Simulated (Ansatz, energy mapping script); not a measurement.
## Spin model of NiHO2 monolayer from collinear orders

How strongly do the moments of NiHO2 monolayer couple under PBEsol+U (1.2 eV)? The plan is to run several orders and fit a Heisenberg model.

Program: Ansatz 0.2.0. Level of theory: PBEsol with U = 1.2 eV on Ni d, ortho-atomic projectors; plane waves, U on orthogonalised atomic orbitals unless named otherwise, collinear spin, no spin–orbit coupling. Results are calculated unless marked as measured.

Most raw output is cut from this account.

### 1. Starting point

The cell holds 4 atoms: 1 Ni, 2 O and 1 H. Its edges and angles: a = 2.979 Å, b = 2.979 Å, c = 17.990 Å, α = 90.0°, β = 90.0°, γ = 120.0°. It derives from NiHO2. one layer cut from the bulk crystal, unrelaxed, 15 A of vacuum. Vacuum lies along c.

The cell comes from a database of computed structures, and need not be the one that the compound takes in experiment.

The U corrects the self-interaction that lets semilocal functionals spread d and f electrons too far. Its value here is typed, not computed.

### 2. Which atoms carry moments

One run in the crystal's own cell, under PBEsol with U = 4.8 eV on Ni d, ortho-atomic projectors, shows which elements keep a moment. Transition or f elements with 0.3 μB or more enter the spin model; moments induced on other atoms do not.

input.yaml reads:

```yaml
crystal:
  lattice:
    - [2.978559138, 2.89e-07, 0.0]
    - [-1.489279819, 2.579507736, 0.0]
    - [0.0, 0.0, 17.990392]
  atoms:
    - { symbol: Ni, position: [0.666667, 0.333333, 0.472014], spin: 2.0 }
    - { symbol: O, position: [3.33e-07, 0.999999667, 0.416889] }
    - { symbol: O, position: [0.333333667, 0.666666333, 0.528454] }
    - { symbol: H, position: [0.333333667, 0.666666333, 0.583111] }
magnetization:
  spin_polarized: true
kpoints:
  mp_grid: { grid: [10, 10, 1] }
hamiltonian:
  xc: pbesol
  hubbard:
    sites: [{ species: Ni, l: d, u_eff: 4.8 }]
    projectors: ortho-atomic
scf:
  occupations: { method: fermi_dirac, width: 0.05 }
output:
  eigenvalues: true
```

Run with:

```bash
> ansatz run input.yaml --threads 4 --pin off --max-ram 8192MiB --backend cpu --events-out ev --progress --plain --runs-dir out
```

Run time: 4.7 s. Hardware: 4 threads of Arm Neoverse V1, shared host; peak memory 0.38 GiB.

Spin moment in the sphere by atom:

```csv
atom,spin moment in the sphere (μB)
Ni1,1.27
O2,-0.34
O3,0.02
H4,0.00
```

The run ends ferromagnetic; Ni carries the moments.

### 3. A run to fix the orbital filling

A corrected shell can settle in several orbital fillings. One parallel run, with an occupation width a fifth wider than the orders use, therefore is to supply the occupation matrices. All orders start from them.

input.yaml, the sections that differ from step 2:

```yaml
kpoints:
  mp_grid: { grid: [15, 15, 1] }
hamiltonian:
  xc: pbesol
  hubbard:
    sites: [{ species: Ni, l: d, u_eff: 1.2 }]
    projectors: ortho-atomic
scf:
  occupations: { method: fermi_dirac, width: 0.06 }
# crystal, magnetization, output: as in step 2
```

The job ended after 37 s (4 threads; peak memory 0.84 GiB).

This step gave:

* final state: ferromagnetic
* electrons in the corrected shells: 8.369 e
* largest moment: 0.854 μB

### 4. Run 1 (parallel; cell A, 8 atoms)

Each cell gets its own parallel run on the same mesh, so that most of the mesh error cancels in the differences.

input.yaml reads:

```yaml
crystal:
  lattice:
    - [2.978559138, 2.89e-07, 0.0]
    - [-2.978559638, 5.159015472, 0.0]
    - [0.0, 0.0, 17.990392]
  atoms:
    - { symbol: Ni, position: [0.666667, 0.1666665, 0.472014], spin: 2.0 }
    - { symbol: Ni, position: [0.666667, 0.6666665, 0.472014], spin: 2.0 }
    - { symbol: O, position: [3.33e-07, 0.499999834, 0.416889] }
    - { symbol: O, position: [3.33e-07, 0.999999834, 0.416889] }
    - { symbol: O, position: [0.333333667, 0.333333166, 0.528454] }
    - { symbol: O, position: [0.333333667, 0.833333166, 0.528454] }
    - { symbol: H, position: [0.333333667, 0.333333166, 0.583111] }
    - { symbol: H, position: [0.333333667, 0.833333166, 0.583111] }
magnetization:
  spin_polarized: true
kpoints:
  mp_grid: { grid: [16, 8, 1] }
hamiltonian:
  xc: pbesol
  hubbard:
    sites:
      - { species: Ni, l: d, u_eff: 1.2 }
      - { site: 0, l: d, u_eff: 1.2, starting_ns: [{ spin: up, occupation_matrix: ni1_major }, { spin: down, occupation_matrix: ni1_minor }] }
      - { site: 1, l: d, u_eff: 1.2, starting_ns: [{ spin: up, occupation_matrix: ni1_major }, { spin: down, occupation_matrix: ni1_minor }] }
    projectors: ortho-atomic
    occupation_matrices:
      ni1_major:
        matrix:
          - [0.993, 0.0, 0.0, 0.0, 0.0]
          - [0.0, 0.875, 0.0, 0.0, 0.079]
          - [0.0, 0.0, 0.875, 0.079, 0.0]
          - [0.0, 0.0, 0.079, 0.928, 0.0]
          - [0.0, 0.079, 0.0, 0.0, 0.928]
      ni1_minor:
        matrix:
          - [0.987, 0.0, 0.0, 0.0, 0.0]
          - [0.0, 0.629, 0.0, 0.0, 0.283]
          - [0.0, 0.0, 0.629, 0.283, 0.0]
          - [0.0, 0.0, 0.283, 0.763, 0.0]
          - [0.0, 0.283, 0.0, 0.0, 0.763]
scf:
  occupations: { method: fermi_dirac, width: 0.05 }
output:
  eigenvalues: true
  write_density: true
  write_potential: true
  elf: true
  volumetric_format: npy
```

Run time: 44 s. Hardware: 4 threads; peak memory 1.3 GiB; 2.9 min of CPU time.

Spin moment in the sphere by atom:

```csv
atom,spin moment in the sphere (μB)
Ni1,0.854
Ni2,0.854
O3,0.039
O4,0.039
O5,0.027
O6,0.027
H7,0.004
H8,0.004
```

The run ends ferromagnetic.

Spin density in the cb plane at fractional x = 0.333, with atoms of O and H within 0.2 Å of it.

Ten even steps from '0' (-1.31 × 1e-2 e/Å³) to '9' (9.54 × 1e-2 e/Å³), each cell a mean:
```
11111111111111111111111211111111111111111111
11111111111111111111117812211111111111111111
11111111111111111111118912211111111111111111
11111111111111111111112311111111111111111111
11111111111111111100121111111111111111111111
11111111111111111100211111111111111111111111
11111111111111111100111111111111111111111111
11111111111111111111111211111111111111111111
11111111111111111111117812211111111111111111
11111111111111111111118912211111111111111111
11111111111111111111112311111111111111111111
11111111111111111100121111111111111111111111
11111111111111111100211111111111111111111111
11111111111111111100111111111111111111111111
```
Columns run along c (18.0 Å), rows up along b (6.0 Å). Atoms in or near the plane, at fractional coordinates: O at (0.53, 0.33), O at (0.53, 0.83), H at (0.58, 0.33), H at (0.58, 0.83).

ELF in the cb plane at fractional x = 0.333, with atoms of O and H within 0.2 Å of it. It is the smooth field of the valence electrons, not physical close to the nuclei.

Ten even steps from '0' (0.00) to '9' (0.96), each cell a mean:
```
00000000000000000111026865541000000000000000
00000000000000000000048579983000000000000000
00000000000000000000057479984000000000000000
00000000000000000111027876751000000000000000
00000000000000002442112432100000000000000000
00000000000000013563111000000000000000000000
00000000000000012453111321000000000000000000
00000000000000000111026865541000000000000000
00000000000000000000048579983000000000000000
00000000000000000000057479984000000000000000
00000000000000000111027876751000000000000000
00000000000000002442112432100000000000000000
00000000000000013563111000000000000000000000
00000000000000012453111321000000000000000000
```
Columns run along c (18.0 Å), rows up along b (6.0 Å). Atoms in or near the plane, at fractional coordinates: O at (0.53, 0.33), O at (0.53, 0.83), H at (0.58, 0.33), H at (0.58, 0.83).

### 5. Compensated +− start in cell A (8 atoms)

This order reverses 4 of the 6 neighbours at 2.98 Å and 4 of the 6 neighbours at 5.16 Å, counted for an average magnetic atom.

input.yaml: that of step 4 with these lines changed.

```diff
@@ -7,3 +7,3 @@
     - { symbol: Ni, position: [0.666667, 0.1666665, 0.472014], spin: 2.0 }
-    - { symbol: Ni, position: [0.666667, 0.6666665, 0.472014], spin: 2.0 }
+    - { symbol: Ni, position: [0.666667, 0.6666665, 0.472014], spin: -2.0 }
     - { symbol: O, position: [3.33e-07, 0.499999834, 0.416889] }
@@ -24,3 +24,3 @@
       - { site: 0, l: d, u_eff: 1.2, starting_ns: [{ spin: up, occupation_matrix: ni1_major }, { spin: down, occupation_matrix: ni1_minor }] }
-      - { site: 1, l: d, u_eff: 1.2, starting_ns: [{ spin: up, occupation_matrix: ni1_major }, { spin: down, occupation_matrix: ni1_minor }] }
+      - { site: 1, l: d, u_eff: 1.2, starting_ns: [{ spin: up, occupation_matrix: ni1_minor }, { spin: down, occupation_matrix: ni1_major }] }
     projectors: ortho-atomic
```

Wall time 24 s (4 threads); peak memory 1.3 GiB.

Spin moment in the sphere by atom:

```csv
atom,spin moment in the sphere (μB)
Ni1,0.890
Ni2,-0.890
O3,-0.148
O4,0.148
O5,0.010
O6,-0.010
H7,0.002
H8,-0.002
```

The run ends antiferromagnetic, 58.12 meV a magnetic atom above the parallel order of its cell (energies taken at zero occupation width, not the printed F).

Spin density in the cb plane at fractional x = 0.333, with atoms of O and H within 0.2 Å of it.

Ten even steps from '0' (-9.27 × 1e-2 e/Å³) to '9' (9.27 × 1e-2 e/Å³), each cell a mean:
```
44545544455555555544445554444444444545544555
45545454545455555555445754444444445454454555
55444554455455555555541044444444455444554545
54544545454555555555544345544444454545544454
54544545454454444455544555555555454545545454
55445554455544444455444555555555555444554544
45545454545444444455444555555555545455544545
55454455544444444455554445555555555454455444
54454545454544444444554245555555554545545444
44555445544544444444458955555555544555445454
45455454545444444444455654455555545454455545
45455454545545555544455444444444545454454545
44554445544455555544555444444444444555445455
54454545454555555544555444444444454544455454
```
Columns run along c (18.0 Å), rows up along b (6.0 Å). Atoms in or near the plane, at fractional coordinates: O at (0.53, 0.33), O at (0.53, 0.83), H at (0.58, 0.33), H at (0.58, 0.83).

ELF in the cb plane at fractional x = 0.333, with atoms of O and H within 0.2 Å of it. It is the smooth field of the valence electrons, not physical close to the nuclei.

Values, 8 rows by 16 columns, each cell a mean:
```
0.00 0.00 0.00 0.00 0.00 0.01 0.10 0.17 0.71 0.70 0.19 0.00 0.00 0.00 0.00 0.00
0.00 0.00 0.00 0.00 0.00 0.00 0.03 0.21 0.66 0.88 0.27 0.00 0.00 0.00 0.00 0.00
0.00 0.00 0.00 0.00 0.00 0.06 0.33 0.16 0.41 0.25 0.04 0.00 0.00 0.00 0.00 0.00
0.00 0.00 0.00 0.00 0.00 0.10 0.49 0.19 0.17 0.07 0.01 0.00 0.00 0.00 0.00 0.00
0.00 0.00 0.00 0.00 0.00 0.01 0.10 0.17 0.71 0.70 0.19 0.00 0.00 0.00 0.00 0.00
0.00 0.00 0.00 0.00 0.00 0.00 0.03 0.21 0.66 0.88 0.27 0.00 0.00 0.00 0.00 0.00
0.00 0.00 0.00 0.00 0.00 0.06 0.33 0.16 0.41 0.25 0.04 0.00 0.00 0.00 0.00 0.00
0.00 0.00 0.00 0.00 0.00 0.10 0.49 0.19 0.17 0.07 0.01 0.00 0.00 0.00 0.00 0.00
```
Columns run along c (18.0 Å), rows up along b (6.0 Å). Atoms in or near the plane, at fractional coordinates: O at (0.53, 0.33), O at (0.53, 0.83), H at (0.58, 0.33), H at (0.58, 0.83).

### 6. Parallel start in cell B (12 atoms)

A new cell needs its own zero of energy.

input.yaml reads:

```yaml
crystal:
  lattice:
    - [-5.0e-07, 5.159015761, 0.0]
    - [-4.467839457, 7.738523208, 0.0]
    - [0.0, 0.0, 17.990392]
  atoms:
    - { symbol: Ni, position: [0.666667, 0.666666333, 0.472014], spin: 2.0 }
    - { symbol: Ni, position: [0.666667, 0.999999667, 0.472014], spin: 2.0 }
    - { symbol: Ni, position: [0.666667, 0.333333, 0.472014], spin: 2.0 }
    - { symbol: O, position: [3.33e-07, 0.333333, 0.416889] }
    - { symbol: O, position: [3.33e-07, 0.666666334, 0.416889] }
    - { symbol: O, position: [3.33e-07, 0.999999667, 0.416889] }
    - { symbol: O, position: [0.333333667, 0.999999666, 0.528454] }
    - { symbol: O, position: [0.333333667, 0.333333, 0.528454] }
    - { symbol: O, position: [0.333333667, 0.666666333, 0.528454] }
    - { symbol: H, position: [0.333333667, 0.999999666, 0.583111] }
    - { symbol: H, position: [0.333333667, 0.333333, 0.583111] }
    - { symbol: H, position: [0.333333667, 0.666666333, 0.583111] }
magnetization:
  spin_polarized: true
kpoints:
  mp_grid: { grid: [15, 15, 1] }
hamiltonian:
  xc: pbesol
  hubbard:
    sites:
      - { species: Ni, l: d, u_eff: 1.2 }
      - { site: 0, l: d, u_eff: 1.2, starting_ns: [{ spin: up, occupation_matrix: ni1_major }, { spin: down, occupation_matrix: ni1_minor }] }
      - { site: 1, l: d, u_eff: 1.2, starting_ns: [{ spin: up, occupation_matrix: ni1_major }, { spin: down, occupation_matrix: ni1_minor }] }
      - { site: 2, l: d, u_eff: 1.2, starting_ns: [{ spin: up, occupation_matrix: ni1_major }, { spin: down, occupation_matrix: ni1_minor }] }
    projectors: ortho-atomic
    occupation_matrices:
      ni1_major:
        matrix:
          - [0.993, 0.0, 0.0, 0.0, 0.0]
          - [0.0, 0.875, 0.0, 0.0, 0.079]
          - [0.0, 0.0, 0.875, 0.079, 0.0]
          - [0.0, 0.0, 0.079, 0.928, 0.0]
          - [0.0, 0.079, 0.0, 0.0, 0.928]
      ni1_minor:
        matrix:
          - [0.987, 0.0, 0.0, 0.0, 0.0]
          - [0.0, 0.629, 0.0, 0.0, 0.283]
          - [0.0, 0.0, 0.629, 0.283, 0.0]
          - [0.0, 0.0, 0.283, 0.763, 0.0]
          - [0.0, 0.283, 0.0, 0.0, 0.763]
scf:
  occupations: { method: fermi_dirac, width: 0.05 }
output:
  eigenvalues: true
```

Wall time 53 s (4 threads); peak memory 1.6 GiB.

The run ends ferromagnetic. For each magnetic atom its energy differs from the parallel run of the first cell by -0.15 meV, an error that one common reference would have brought in.

### 7. Uncompensated ++− start in cell B (12 atoms)

This order reverses 4 of the 6 neighbours at 2.98 Å and 0 of the 6 neighbours at 5.16 Å, counted for an average magnetic atom.

input.yaml: that of step 6 with these lines changed.

```diff
@@ -8,3 +8,3 @@
     - { symbol: Ni, position: [0.666667, 0.999999667, 0.472014], spin: 2.0 }
-    - { symbol: Ni, position: [0.666667, 0.333333, 0.472014], spin: 2.0 }
+    - { symbol: Ni, position: [0.666667, 0.333333, 0.472014], spin: -2.0 }
     - { symbol: O, position: [3.33e-07, 0.333333, 0.416889] }
@@ -29,3 +29,3 @@
       - { site: 1, l: d, u_eff: 1.2, starting_ns: [{ spin: up, occupation_matrix: ni1_major }, { spin: down, occupation_matrix: ni1_minor }] }
-      - { site: 2, l: d, u_eff: 1.2, starting_ns: [{ spin: up, occupation_matrix: ni1_major }, { spin: down, occupation_matrix: ni1_minor }] }
+      - { site: 2, l: d, u_eff: 1.2, starting_ns: [{ spin: up, occupation_matrix: ni1_minor }, { spin: down, occupation_matrix: ni1_major }] }
     projectors: ortho-atomic
```

It took 5.7 min on 4 threads; peak memory 3.1 GiB; 22 min of CPU time.

The run ends ferromagnetic, not as typed: a moment turned or collapsed in the SCF or in the program's search for a lower state.

### 8. Run 5 (parallel; cell C, 12 atoms)

The parallel order again, as the reference for this cell.

This run holds the same structure in another cell (a 5.159 → 2.979 Å, γ 30.0 → 120.0°).

input.yaml reads:

```yaml
crystal:
  lattice:
    - [2.978559138, 2.89e-07, 0.0]
    - [-4.467839457, 7.738523208, 0.0]
    - [0.0, 0.0, 17.990392]
  atoms:
    - { symbol: Ni, position: [0.666667, 0.111111, 0.472014], spin: 2.0 }
    - { symbol: Ni, position: [0.666667, 0.444444333, 0.472014], spin: 2.0 }
    - { symbol: Ni, position: [0.666667, 0.777777667, 0.472014], spin: 2.0 }
    - { symbol: O, position: [3.33e-07, 0.333333222, 0.416889] }
    - { symbol: O, position: [3.33e-07, 0.666666556, 0.416889] }
    - { symbol: O, position: [3.33e-07, 0.999999889, 0.416889] }
    - { symbol: O, position: [0.333333667, 0.222222111, 0.528454] }
    - { symbol: O, position: [0.333333667, 0.555555444, 0.528454] }
    - { symbol: O, position: [0.333333667, 0.888888778, 0.528454] }
    - { symbol: H, position: [0.333333667, 0.222222111, 0.583111] }
    - { symbol: H, position: [0.333333667, 0.555555444, 0.583111] }
    - { symbol: H, position: [0.333333667, 0.888888778, 0.583111] }
magnetization:
  spin_polarized: true
kpoints:
  mp_grid: { grid: [15, 5, 1] }
hamiltonian:
  xc: pbesol
  hubbard:
    sites:
      - { species: Ni, l: d, u_eff: 1.2 }
      - { site: 0, l: d, u_eff: 1.2, starting_ns: [{ spin: up, occupation_matrix: ni1_major }, { spin: down, occupation_matrix: ni1_minor }] }
      - { site: 1, l: d, u_eff: 1.2, starting_ns: [{ spin: up, occupation_matrix: ni1_major }, { spin: down, occupation_matrix: ni1_minor }] }
      - { site: 2, l: d, u_eff: 1.2, starting_ns: [{ spin: up, occupation_matrix: ni1_major }, { spin: down, occupation_matrix: ni1_minor }] }
    projectors: ortho-atomic
    occupation_matrices:
      ni1_major:
        matrix:
          - [0.993, 0.0, 0.0, 0.0, 0.0]
          - [0.0, 0.875, 0.0, 0.0, 0.079]
          - [0.0, 0.0, 0.875, 0.079, 0.0]
          - [0.0, 0.0, 0.079, 0.928, 0.0]
          - [0.0, 0.079, 0.0, 0.0, 0.928]
      ni1_minor:
        matrix:
          - [0.987, 0.0, 0.0, 0.0, 0.0]
          - [0.0, 0.629, 0.0, 0.0, 0.283]
          - [0.0, 0.0, 0.629, 0.283, 0.0]
          - [0.0, 0.0, 0.283, 0.763, 0.0]
          - [0.0, 0.283, 0.0, 0.0, 0.763]
scf:
  occupations: { method: fermi_dirac, width: 0.05 }
output:
  eigenvalues: true
```

Run time: 49 s. Hardware: 4 threads; peak memory 1.5 GiB; 3.2 min of CPU time.

The run ends ferromagnetic. For each magnetic atom its energy differs from the parallel run of the first cell by 0.05 meV, an error that one common reference would have brought in.

### 9. Order 6: uncompensated ++−, cell C of 12 atoms

This order reverses 2.67 of the 6 neighbours at 2.98 Å and 4 of the 6 neighbours at 5.16 Å, counted for an average magnetic atom.

input.yaml: that of step 8 with these lines changed.

```diff
@@ -8,3 +8,3 @@
     - { symbol: Ni, position: [0.666667, 0.444444333, 0.472014], spin: 2.0 }
-    - { symbol: Ni, position: [0.666667, 0.777777667, 0.472014], spin: 2.0 }
+    - { symbol: Ni, position: [0.666667, 0.777777667, 0.472014], spin: -2.0 }
     - { symbol: O, position: [3.33e-07, 0.333333222, 0.416889] }
@@ -29,3 +29,3 @@
       - { site: 1, l: d, u_eff: 1.2, starting_ns: [{ spin: up, occupation_matrix: ni1_major }, { spin: down, occupation_matrix: ni1_minor }] }
-      - { site: 2, l: d, u_eff: 1.2, starting_ns: [{ spin: up, occupation_matrix: ni1_major }, { spin: down, occupation_matrix: ni1_minor }] }
+      - { site: 2, l: d, u_eff: 1.2, starting_ns: [{ spin: up, occupation_matrix: ni1_minor }, { spin: down, occupation_matrix: ni1_major }] }
     projectors: ortho-atomic
```

The job ended after 91 s (4 threads; peak memory 1.5 GiB; 5.9 min of CPU time).

The run ends ferrimagnetic, 45.99 meV a magnetic atom above the parallel order of its cell (energies taken at zero occupation width, not the printed F).

(Part 1 of 2 ends here.)

[Logs and program files are shortened in this print: banners, set-up blocks, solver, clock and traceback lines can be left out without a mark of their own.]

[Logs are printed without paths, hosts, clocks, repeated set-up lines and the standing remarks that a program may print on its own settings, such as how far it seeks lower states.]

[Hosts, paths, dates, database ids (printed as entryN), source tags and the programs' standing remarks are cut or masked in the printed files.]

[Where a cell is said to come from a database of computed structures, the database is the Materials Project.]
